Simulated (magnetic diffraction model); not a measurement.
# Solving a magnetic structure from powder neutron data: Er2Ge5Ir3

Space group Ibam (no. 72), a = 10.1010 Å, b = 11.6430 Å, c = 6.0930 Å.

```
site  atom       x       y    z
  8j    Ir  0.8944  0.6441    0
  4a    Ir       0       0  1/4
  8j    Er  0.2232  0.3617  1/2
  8j    Ge  0.6664  0.5954    0
  8g    Ge       0  0.2283  1/4
  4b    Ge       0     1/2  3/4
```

This is a made-up structure (elements placed in a structure type, unrelaxed), so the numbers test the method and describe no known phase.

Only Er is taken to order (form factors of Er3+); orders and moment sizes are assumed, and not adapted to the symmetry. Radiation: neutrons of λ = 2.567 Å (absorption by Ir left out), 3° to 65°; isotropic B of 0.14 Å² (Ir), 0.16 Å² (Er) and 0.29 Å² (Ge). The intensities are simulated: I ∝ L Σ (|F_N|² + |F_M⊥|²) for unpolarised neutrons, with F_M = 2.695 fm/μB × Σ f(s) S exp(2πi Q·r) exp(−B s²) at Q = H ± k (one set where k and −k are equivalent), only the part normal to Q counting and L = 1/(sin²θ cos θ). For collinear order S is the moment m, which repeats by lattice and centring translations R with the sign exp(−2πi k·R). Form factors are spin-only for 3d ions and dipole or tabulated for f ions, scattering lengths are Sears's of 1992, and absorption is left out. A label names one of the reflections at its angle. The strongest nuclear line in the range is 100, and lines under 0.2 are left out.

Above the ordering temperature:

```
2θ (°)    index      I
 29.44  (2 0 0)   18.6
 38.58  (1 2 1)   17.0
 40.73  (2 1 1)    2.4
 41.50  (1 3 0)    8.7
 49.83  (0 0 2)    7.7
 52.33  (0 4 0)    3.6
 53.96  (1 1 2)    8.2
 55.71  (2 3 1)    4.9
 56.78  (0 2 2)    0.9
 58.44  (3 2 1)   76.2
 58.95  (2 0 2)  100.0
 60.62  (3 3 0)    7.5
 60.65  (1 4 1)    5.0
 61.10  (4 0 0)    7.0
 61.19  (2 4 0)   78.2
```

Below it (cell unchanged):

```csv
2θ (°),I
9.65,38.9
20.41,45.2
22.89,12.2
26.22,9.3
29.23,38.9
29.44,18.6
31.95,1.6
32.86,12.6
33.64,8.4
37.62,0.8
38.38,0.7
38.58,17.0
39.16,15.6
40.73,2.4
41.30,6.7
41.50,8.7
41.97,3.2
45.30,23.1
46.63,2.6
49.10,1.8
49.74,1.6
49.83,7.7
52.33,3.6
52.74,15.1
53.25,2.8
53.96,8.2
54.39,1.8
55.51,0.7
55.71,4.9
56.12,6.6
56.65,13.0
56.78,0.9
57.26,5.9
58.44,76.2
58.82,4.9
58.95,100.0
```
(The table stops after 36 lines; 9 more lie at higher angle.)

**Question.** Check that the new lines index with k = (1/2 1/2 1), then choose among these models:
A. collinear moments along [001], 5.8 μB on Er; signs + at (0.2232, 0.3617, 1/2), − at (0.7768, 0.6383, 1/2), − at (0.7768, 0.3617, 0), + at (0.2232, 0.6383, 0)
B. collinear moments along [100], 5.8 μB on Er; signs + at (0.2232, 0.3617, 1/2), − at (0.7768, 0.6383, 1/2), − at (0.7768, 0.3617, 0), + at (0.2232, 0.6383, 0)
C. collinear moments along [100], 5.8 μB on Er; signs + at (0.2232, 0.3617, 1/2), − at (0.7768, 0.6383, 1/2), + at (0.7768, 0.3617, 0), − at (0.2232, 0.6383, 0)
D. collinear moments along [001], 5.8 μB on Er; signs + at (0.2232, 0.3617, 1/2), − at (0.7768, 0.6383, 1/2), + at (0.7768, 0.3617, 0), − at (0.2232, 0.6383, 0)

The new lines index as (1/2 -1/2 0) at 9.65°, (1/2 3/2 0) at 20.41°, (3/2 1/2 0) at 22.89° and (1/2 1/2 1) at 26.22°, that is as H ± k with k = (1/2 1/2 1), one of 2 inequivalent arms of its star (k and −k counted as one), which a powder can't tell apart. Half indices mean that the moments reverse under translations with k·R a half-integer, and the magnetic cell has twice the primitive volume.

Magnetic intensity, observed (below minus above) and for each model:

| 2θ (°) | index | observed | A | B | C | D |
| --- | --- | --- | --- | --- | --- | --- |
| 9.65 | (1/2 -1/2 0) | 38.9 | 253.2 | 108.8 | 16.7 | 38.9 |
| 20.41 | (1/2 3/2 0) | 45.2 | 4.8 | 4.2 | 39.4 | 45.2 |
| 26.22 | (1/2 1/2 1) | 9.3 | 1.4 | 9.6 | 62.2 | 9.3 |
| 29.23 | (3/2 -3/2 0) | 38.9 | 1.0 | 0.4 | 16.7 | 38.9 |
| 31.95 | (1/2 -3/2 1) | 1.6 | 15.1 | 34.5 | 3.6 | 1.6 |
| 37.62 | (5/2 -1/2 0) | 0.8 | 24.2 | 0.7 | <0.2 | 0.8 |
| 38.38 | (3/2 3/2 1) | 0.7 | 26.3 | 29.6 | 0.8 | 0.7 |
| 45.30 | (5/2 1/2 1) | 23.1 | 0.7 | 0.3 | 10.6 | 23.1 |

Model D matches.

The structure used: k = (1/2 1/2 1), collinear moments along [001], 5.8 μB on Er; signs + at (0.2232, 0.3617, 1/2), − at (0.7768, 0.6383, 1/2), + at (0.7768, 0.3617, 0), − at (0.2232, 0.6383, 0).

[Logs are printed without paths, hosts, clocks, repeated set-up lines and the standing remarks that a program may print on its own settings, such as how far it seeks lower states.]
